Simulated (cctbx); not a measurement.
**Accept or mend?**

Cell a = 4.0310 Å, b = 4.0310 Å, c = 9.4800 Å, α = 90.00°, β = 90.00°, γ = 90.00°; space group P4/nmm (no. 129, origin choice 1). The compound is LaV2Au.

The data are simulated with cctbx, not measured: Ag Kα, λ = 0.56087 Å, to d = 0.8 Å, 70 % of the full sphere, strongest reflection 5000 counts, noise from counting, a 6 % proportional error and a noise floor of 4 counts (s.d.); no absorption.

An anisotropic refinement with weights 1/σ² prints:

```text
Rint 0.056, 20 unique reflections to 1.68 A
cycle     R1     wR2    GooF  max shift (A)
   1  0.0114  0.0303   0.977   0.00172
   2  0.0067  0.0180   0.580   0.00001
final R1 0.0067 wR2 0.0180 GooF 0.580  parameters 10  data/parameter 2.0
atom        x        y        z      Ueq    occ   su(xyz)  su(Uiso or U11)
Au1    0.50000  0.50000  0.00000   0.0175  1.000  0.00000  0.0018
La1    0.00000  0.50000  0.24810   0.0271  1.000  0.00027  0.0021
V1     0.50000  0.50000  0.50000   0.0271  1.000  0.00000  0.0050
V2     0.00000  0.50000  0.82794   0.0201  1.000  0.00124  0.0042
difference map: max 0.21 min -0.18 rms 0.05
Q1    0.0000  0.5000  0.9966    2    0.21  1.60 A from V2
Q2    0.1635  0.3365  0.5713    8    0.09  1.65 A from V1
Q3    0.0000  0.2402  0.5623    8    0.09  1.13 A from V1
Q4    0.1948  0.3052  0.7569    8    0.01  1.30 A from V2
Q5    0.0000  0.5000  0.7792    2    0.00  0.46 A from V2
```

Q: Accept it or mend it, and why?

Mend it. The fault: data cut at low resolution. Against the right model at the same level, R1 goes from 0.0154 to 0.0067 and GooF from 0.98 to 0.58. The atoms are right, but there are too few data for the parameters: R1 flatters and the s.u.s grow. Data per parameter fall from 11.9 to 2.

The compound is LaV2Au. The right model at the same level gives:

```text
Rint 0.061, 119 unique reflections to 0.80 A
cycle     R1     wR2    GooF  max shift (A)
   1  0.0157  0.0399   0.993   0.00009
   2  0.0154  0.0395   0.985   0.00000
final R1 0.0154 wR2 0.0395 GooF 0.985  parameters 10  data/parameter 11.9
atom        x        y        z      Ueq    occ   su(xyz)  su(Uiso or U11)
Au1    0.50000  0.50000  0.00000   0.0160  1.000  0.00000  0.0003
La1    0.00000  0.50000  0.24828   0.0228  1.000  0.00012  0.0004
V1     0.50000  0.50000  0.50000   0.0217  1.000  0.00000  0.0009
V2     0.00000  0.50000  0.82808   0.0238  1.000  0.00036  0.0009
difference map: max 1.08 min -0.94 rms 0.24
Q1    0.0000  0.0000  0.2684    4    1.09  2.02 A from La1
Q2    0.1690  0.3310  0.3387    8    0.96  1.29 A from La1
Q3    0.0000  0.5000  0.1726    2    0.95  0.72 A from La1
Q4    0.0000  0.5000  0.0065    2    0.91  1.69 A from V2
Q5    0.0000  0.5000  0.5268    2    0.79  2.03 A from V1
Q6    0.0000  0.5000  0.6260    2    0.77  1.92 A from V2
```

The model was made for the exercise: a known structure type with other elements put in, its volume estimated, not relaxed; displacement parameters are assumed.

[Middle refinement cycles are left out of these outputs.]

[Logs are printed without paths, hosts, clocks, repeated set-up lines and the standing remarks that a program may print on its own settings, such as how far it seeks lower states.]
